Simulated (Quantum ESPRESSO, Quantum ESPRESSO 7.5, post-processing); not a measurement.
**WSi2N4, 1 layer, stepped through the field along the normal**

Aim: how the results for WSi2N4, 1 layer change with the field along the normal.

Calculated with Quantum ESPRESSO 7.5; plane-wave DFT, PBE, GBRV ultrasoft pseudopotentials (geometry by pw.x at PBE-D3(BJ), GBRV ultrasoft).

Most raw output is cut from this account.

## (1) Set-up

The cell holds 7 atoms: 4 N, 2 Si and 1 W. Cell: a = 2.920 Å, b = 2.920 Å, c = 24.101 Å, α = 90.0°, β = 90.0°, γ = 120.0°. It derives from WSi2N4. Vacuum lies along c.

Set-up: Cell and atoms are relaxed without a field with a D3(BJ) correction and then held. Sawtooth field with dipole correction, 17 Å of vacuum in the starting cell, Fermi-Dirac smearing of 0.002 Ry; bands along a path at each field.

Members -0.05, 0.1, -0.1, 0.2, -0.2, 0.3 and -0.3 took the same steps and show in the table alone.

## (2) Variable-cell relaxation of the reference

What the set-up leaves free in this member is relaxed.

ref.relax.in

```
&control
  prefix = 'ref.relax'
  outdir = './out'
  pseudo_dir = './pseudo'
  nstep = 80
  forc_conv_thr = 0.0004
  calculation = 'vc-relax'
  etot_conv_thr = 1e-06
/
&system
  ibrav = 0
  nat = 7
  ntyp = 3
  ecutwfc = 50
  ecutrho = 250
  vdw_corr = 'grimme-d3'
  dftd3_version = 4
  occupations = 'smearing'
  smearing = 'fd'
  degauss = 0.004
/
&electrons
  conv_thr = 1e-09
  mixing_beta = 0.4
  electron_maxstep = 120
  mixing_mode = 'plain'
/
&ions
/
&cell
  cell_dofree = '2Dxy'
  press_conv_thr = 0.3
/
ATOMIC_SPECIES
  N   14.0070  n_pbe_v1.2.uspp.F.UPF
  Si  28.0850  si_pbe_v1.uspp.F.UPF
  W   183.8400  w_pbe_v1.2.uspp.F.UPF
CELL_PARAMETERS angstrom
  2.92000000000000 0.00000000000000 0.00000000000000
  -1.46000000000000 2.52879417905056 0.00000000000000
  0.00000000000000 0.00000000000000 24.10102208348185
ATOMIC_POSITIONS crystal
  N   0.000000000000 0.000000000000 0.352682138150
  Si  0.333333333300 0.666666666700 0.372159829993
  N   0.333333333300 0.666666666700 0.444770858435
  W   0.000000000000 0.000000000000 0.500000000000
  N   0.333333333300 0.666666666700 0.555229141565
  Si  0.333333333300 0.666666666700 0.627840170007
  N   0.000000000000 0.000000000000 0.647317861850
K_POINTS automatic
  12 12 1 0 0 0
```

The run is started by

```bash
OMP_NUM_THREADS=1 mpirun -n 4 pw.x -nk 4 -in ref.relax.in > ref.relax.out
```

The job ended after 5 min (4 MPI ranks of Arm Neoverse V1, shared host; peak memory 1 GiB).

Step by step:

```csv
step,energy less that of the first step (eV),largest force (eV/Å),volume (Å³)
1,0.0000,1.7956,177.96
2,-0.1426,0.8450,175.91
3,-0.1816,0.2707,174.26
4,-0.1841,0.1872,174.18
5,-0.1863,0.1278,174.13
6,-0.1888,0.0811,174.13
7,-0.1910,0.0472,174.29
8,-0.1914,0.0265,174.45
9,-0.1915,0.0109,174.58
10,-0.1915,0.0015,174.61
11,-0.1891,0.0013,174.61
```

```csv
cell as run,before,after,change
a (Å),2.920,2.892,-0.9 %
b (Å),2.920,2.892,-0.9 %
```

The atoms that moved most (Å, along periodic axes as changes of fractional coordinates times the final cell, across vacuum about the mean position):

```
atom     dx     dy      dz  length
  N5  0.000  0.000  -0.065   0.065
  N3  0.000  0.000   0.065   0.065
 Si6  0.000  0.000  -0.062   0.062
 Si2  0.000  0.000   0.062   0.062
  N7  0.000  0.000  -0.011   0.011
  N1  0.000  0.000   0.011   0.011
```

 The last row is no step: it is a fresh SCF in the final cell with a new plane-wave basis, +2 meV from the row before.

Numbers from this step:

| Quantity | Value |
| --- | --- |
| free energy | -3530.6305 eV |
| Fermi energy | 3.212 eV |

## (3) SCF with pw.x, 0 V/Å

The self-consistent run of this member.

Level of this step: plane-wave DFT, PBE, GBRV ultrasoft pseudopotentials (Quantum ESPRESSO 7.5).

m0.scf.in

```
&control
  prefix = 'm0.scf'
  outdir = './out'
  pseudo_dir = './pseudo'
  calculation = 'scf'
  tprnfor = .true.
  tefield = .true.
  dipfield = .true.
/
&system
  ibrav = 0
  nat = 7
  ntyp = 3
  ecutwfc = 40
  ecutrho = 200
  occupations = 'smearing'
  smearing = 'fd'
  degauss = 0.002
  edir = 3
  emaxpos = 0.97
  eopreg = 0.04
  eamp = 0.0
  nbnd = 27
/
&electrons
  conv_thr = 1e-09
  mixing_beta = 0.4
  electron_maxstep = 120
  mixing_mode = 'plain'
/
ATOMIC_SPECIES
  N   14.0070  n_pbe_v1.2.uspp.F.UPF
  Si  28.0850  si_pbe_v1.uspp.F.UPF
  W   183.8400  w_pbe_v1.2.uspp.F.UPF
CELL_PARAMETERS angstrom
  2.89236552800000 0.00000000000000 0.00000000000000
  -1.44618276400000 2.50486202400000 0.00000000000000
  0.00000000000000 0.00000000000000 24.10102208300000
ATOMIC_POSITIONS crystal
  N   0.000000000000 0.000000000000 0.353136734500
  Si  0.333333333300 0.666666666700 0.374745445800
  N   0.333333333300 0.666666666700 0.447447490200
  W   0.000000000000 0.000000000000 0.500000000000
  N   0.333333333300 0.666666666700 0.552552509800
  Si  0.333333333300 0.666666666700 0.625254554200
  N   0.000000000000 0.000000000000 0.646863265500
K_POINTS automatic
  12 12 1 0 0 0
```

The run is started by

```bash
OMP_NUM_THREADS=1 mpirun -n 4 pw.x -nk 4 -in m0.scf.in > m0.scf.out
```

It took 79 s on 4 MPI ranks; peak memory 0.8 GiB; 5.2 min of CPU time.

Read from the output:

```
free energy                          : -3528.8065 eV
Fermi energy                         : 3.346 eV
dipole along the normal              : 0 e·Å
valence top, on the run's zero       : 1.973 eV
conduction bottom, on the run's zero : 4.413 eV
gap by band count                    : 2.440 eV
```

## (4) Electrostatic potential, 0 V/Å

plot_num = 11 writes the bare and Hartree potential, from which vacuum levels or, in a crystal, the mean potential are read.

m0.pot.in

```
&inputpp
  prefix = 'm0.scf'
  outdir = './out'
  filplot = 'm0.pot.dat'
  plot_num = 11
/
```

The run is started by

```bash
OMP_NUM_THREADS=1 mpirun -n 4 pp.x -in m0.pot.in > m0.pot.out
```

Run time: 1.1 s. Hardware: 4 MPI ranks; peak memory 0.13 GiB.

Read from the output:

* slope of the potential above: 1.63e-5 eV/Å
* upper vacuum line continued to the top atoms, over the valence top: 5.358 eV
* slope of the potential below: -2.00e-5 eV/Å
* lower vacuum line continued to the bottom atoms, over the valence top: 5.358 eV
* vacuum level at the upper face over the valence top of the mesh: 5.358 eV
* vacuum level at the lower face over the valence top of the mesh: 5.358 eV

The potential energy, planar mean oscillates, so the rows of the table below give means over windows of 1.12 Å about each position, cut where the curve ends. Its maxima inside the range that stand out by 2 % of the span (Å: eV): 10.2: -0.0812, 11.3: -8.46, 12.8: -8.46, 13.9: -0.0811. Its minima: 8.7: -21.6, 10.8: -10.5, 12.1: -15.5, 13.3: -10.5, 15.4: -21.6.

Electrostatic potential energy of an electron, with the sawtooth; zero at the highest filled level of the SCF mesh. Potential energy, planar mean against z; means over each step:

z (Å), potential energy, planar mean (eV) and a bar from the least value:
```
     0.56        5.4 ##############################
     1.68        5.4 ##############################
     2.80        5.4 ##############################
     3.92        5.4 ##############################
     5.04        5.4 ##############################
     6.16        5.3 ##############################
     7.28        4.2 ############################
     8.40      -13.2 #####
     9.52       -9.2 ###########
    10.64       -6.3 ###############
    11.76      -12.9 ######
    12.88      -10.3 #########
    14.00       -3.3 ##################
    15.12      -17.2 
    16.24       -1.9 ####################
    17.36        5.2 ##############################
    18.48        5.4 ##############################
    19.60        5.4 ##############################
    20.72        5.4 ##############################
    21.84        5.4 ##############################
    22.96        5.4 ##############################
```

## (5) Bands along a path, 0 V/Å

Bands along a path place the edges.

m0.bands.in is the input of step 3 with these lines changed:

```diff
@@ -1,7 +1,6 @@
 &control
-  prefix = 'm0.scf'
+  prefix = 'm0.bands'
   outdir = './out'
   pseudo_dir = './pseudo'
-  calculation = 'scf'
-  tprnfor = .true.
+  calculation = 'bands'
   tefield = .true.
@@ -25,6 +24,6 @@
 &electrons
-  conv_thr = 1e-09
+  conv_thr = 1e-07
   mixing_beta = 0.4
   electron_maxstep = 120
-  mixing_mode = 'plain'
+  mixing_mode = 'local-TF'
 /
@@ -46,3 +45,7 @@
   N   0.000000000000 0.000000000000 0.646863265500
-K_POINTS automatic
-  12 12 1 0 0 0
+K_POINTS crystal_b
+4
+  0.0000000000 0.0000000000 0.0000000000 10
+  0.5000000000 0.0000000000 0.0000000000 10
+  0.3333333333 0.3333333333 0.0000000000 10
+  0.0000000000 0.0000000000 0.0000000000 1
```

The run is started by

```bash
cp -r out/m0.scf.save out/m0.bands.save
cp out/m0.scf.xml out/m0.bands.xml
OMP_NUM_THREADS=1 mpirun -n 4 pw.x -nk 4 -in m0.bands.in > m0.bands.out
```

The job ended after 23 s (4 MPI ranks; peak memory 0.35 GiB).

Numbers from this step:

```
valence top, on the run's zero : 1.974 eV
```

Band numbers count within the set of bands kept for display. Electronic bands along the path, in eV, zero at the highest filled level of the SCF mesh; v1 is the highest filled band, c1 the lowest empty one:

```csv
point,v4,v3,v2,v1,c1,c2,c3,c4
Γ,-2.52,-2.45,-2.45,0.00,3.11,3.11,3.77,3.77
halfway,-3.37,-2.94,-2.51,-0.98,2.87,3.30,3.62,4.99
M,-2.60,-2.56,-2.04,-1.13,2.44,2.76,4.38,4.56
halfway,-3.25,-2.42,-1.99,-0.76,3.26,3.55,3.86,5.04
K,-4.25,-2.33,-1.59,-0.29,2.48,3.48,4.78,5.18
halfway,-2.80,-2.66,-2.62,-1.11,2.80,3.79,3.87,5.17
Γ,-2.52,-2.45,-2.45,0.00,3.11,3.11,3.77,3.77
```

Along this path the valence top lies at Γ and the conduction bottom at M.

## (6) Self-consistent run, 0.05 V/Å

m1.scf.in is the input of step 3 with these lines changed:

```diff
@@ -1,3 +1,3 @@
 &control
-  prefix = 'm0.scf'
+  prefix = 'm1.scf'
   outdir = './out'
@@ -21,3 +21,3 @@
   eopreg = 0.04
-  eamp = 0.0
+  eamp = 0.00097235
   nbnd = 27
@@ -29,2 +29,3 @@
   mixing_mode = 'plain'
+  startingpot = 'file'
 /
```

The run is started by

```bash
cp -r out/m0.scf.save out/m1.scf.save
OMP_NUM_THREADS=1 mpirun -n 4 pw.x -nk 4 -in m1.scf.in > m1.scf.out
```

The job ended after 65 s (4 MPI ranks; peak memory 0.62 GiB).

Numbers from this step:

```
free energy                          : -3528.8069 eV
Fermi energy                         : 3.260 eV
dipole along the normal              : 0.01566 e·Å
valence top, on the run's zero       : 1.982 eV
conduction bottom, on the run's zero : 4.420 eV
gap by band count                    : 2.438 eV
```

## (7) SCF with pw.x, 0.4 V/Å

m9.scf.in is the input of step 6 with these lines changed:

```diff
@@ -1,3 +1,3 @@
 &control
-  prefix = 'm1.scf'
+  prefix = 'm9.scf'
   outdir = './out'
@@ -21,3 +21,3 @@
   eopreg = 0.04
-  eamp = 0.00097235
+  eamp = 0.00777876
   nbnd = 27
```

The run is started by

```bash
cp -r out/m0.scf.save out/m9.scf.save
OMP_NUM_THREADS=1 mpirun -n 4 pw.x -nk 4 -in m9.scf.in > m9.scf.out
```

Wall time 84 s (4 MPI ranks); peak memory 0.67 GiB.

Read from the output:

```
free energy                          : -3528.8316 eV
Fermi energy                         : 3.139 eV
dipole along the normal              : 0.1257 e·Å
valence top, on the run's zero       : 2.035 eV
conduction bottom, on the run's zero : 4.397 eV
gap by band count                    : 2.363 eV
```

## (8) Self-consistent run, -0.4 V/Å

m10.scf.in is the input of step 7 with these lines changed:

```diff
@@ -1,3 +1,3 @@
 &control
-  prefix = 'm9.scf'
+  prefix = 'm10.scf'
   outdir = './out'
@@ -21,3 +21,3 @@
   eopreg = 0.04
-  eamp = 0.00777876
+  eamp = -0.00777876
   nbnd = 27
```

The run is started by

```bash
cp -r out/m0.scf.save out/m10.scf.save
OMP_NUM_THREADS=1 mpirun -n 4 pw.x -nk 4 -in m10.scf.in > m10.scf.out
```

It took 84 s on 4 MPI ranks; peak memory 0.82 GiB; 5.6 min of CPU time.

Read from the output:

- Fermi energy: 3.008 eV
- dipole along the normal: -0.1257 e·Å
- valence top, on the run's zero: 1.905 eV
- conduction bottom, on the run's zero: 4.267 eV

## (9) The series side by side

The series in one table, energies over the lowest:

| the field along the normal | dipole (e Å) | gap along the path (eV) | upper vacuum line at the top atoms, over the zero (eV) | lower vacuum line at the bottom atoms, over the zero (eV) | energy (eV) |
| --- | --- | --- | --- | --- | --- |
| -0.4 V/Å | -0.1257 | 2.363 | 5.519 | 5.21 | 0.0000 |
| -0.3 V/Å | -0.09429 | 2.393 | 5.478 | 5.246 | 0.0110 |
| -0.2 V/Å | -0.0629 | 2.418 | 5.437 | 5.282 | 0.0189 |
| -0.1 V/Å | -0.0314 | 2.434 | 5.396 | 5.32 | 0.0236 |
| -0.05 V/Å | -0.01566 | 2.438 | 5.377 | 5.34 | 0.0247 |
| 0 V/Å | -0 | 2.44 | 5.358 | 5.358 | 0.0251 |
| 0.05 V/Å | 0.01566 | 2.438 | 5.34 | 5.377 | 0.0247 |
| 0.1 V/Å | 0.0314 | 2.434 | 5.32 | 5.397 | 0.0236 |
| 0.2 V/Å | 0.0629 | 2.418 | 5.282 | 5.437 | 0.0189 |
| 0.3 V/Å | 0.09429 | 2.393 | 5.246 | 5.478 | 0.0110 |
| 0.4 V/Å | 0.1257 | 2.363 | 5.21 | 5.519 | 0.0000 |

## (10) The arithmetic

4πα/A = 180.95 × 0.3138 e Å²/V / 7.245 Å² = 7.84 Å.

In linear response the energy changes by −(p₀ + p)E/2: at 0.2 V/Å, −(-0.0000 + 0.0629) × 0.2/2 = -0.0063 eV; the runs give -0.0063 eV.

## (11) Summary of results

```yaml
4pi_alpha_a_from_the_weak_fields: 7.84 Å
gap_along_the_path_at_minus_0p4_v_a_and_at_0p4_v_a: 2.36, 2.36 eV
upper_vacuum_line_at_the_top_atoms_over_the_zero_at_minus_0p4_v_a_and_at_0p4_v_a: 5.52, 5.21 eV
lower_vacuum_line_at_the_bottom_atoms_over_the_zero_at_minus_0p4_v_a_and_at_0p4_v_a: 5.21, 5.52 eV
```

In words: The series holds 11 members; 4πα/A from the weak fields: 7.84 Å (PBE, GBRV ultrasoft). The strongest fields leave the weak-field line by 0.2 % of the induced dipole. From -0.4 V/Å to 0.4 V/Å the gap along the path goes from 2.36 to 2.36 eV by way of 2.44 at 0 V/Å. From -0.4 V/Å to 0.4 V/Å the upper vacuum line at the top atoms, over the zero falls from 5.52 to 5.21 eV. From -0.4 V/Å to 0.4 V/Å the lower vacuum line at the bottom atoms, over the zero rises from 5.21 to 5.52 eV. Ions are held; semilocal gaps are too small; in strong fields empty levels can belong to the vacuum.

[Logs are printed without paths, hosts, clocks, repeated set-up lines and the standing remarks that a program may print on its own settings, such as how far it seeks lower states.]

[Hosts, paths, dates, database ids (printed as entryN), source tags and the programs' standing remarks are cut or masked in the printed files.]

[Maps of the electrostatic potential energy from Ansatz leave out the sawtooth potential of an applied field or a dipole correction, so their vacuum need not be flat; planar profiles and work functions include it.]
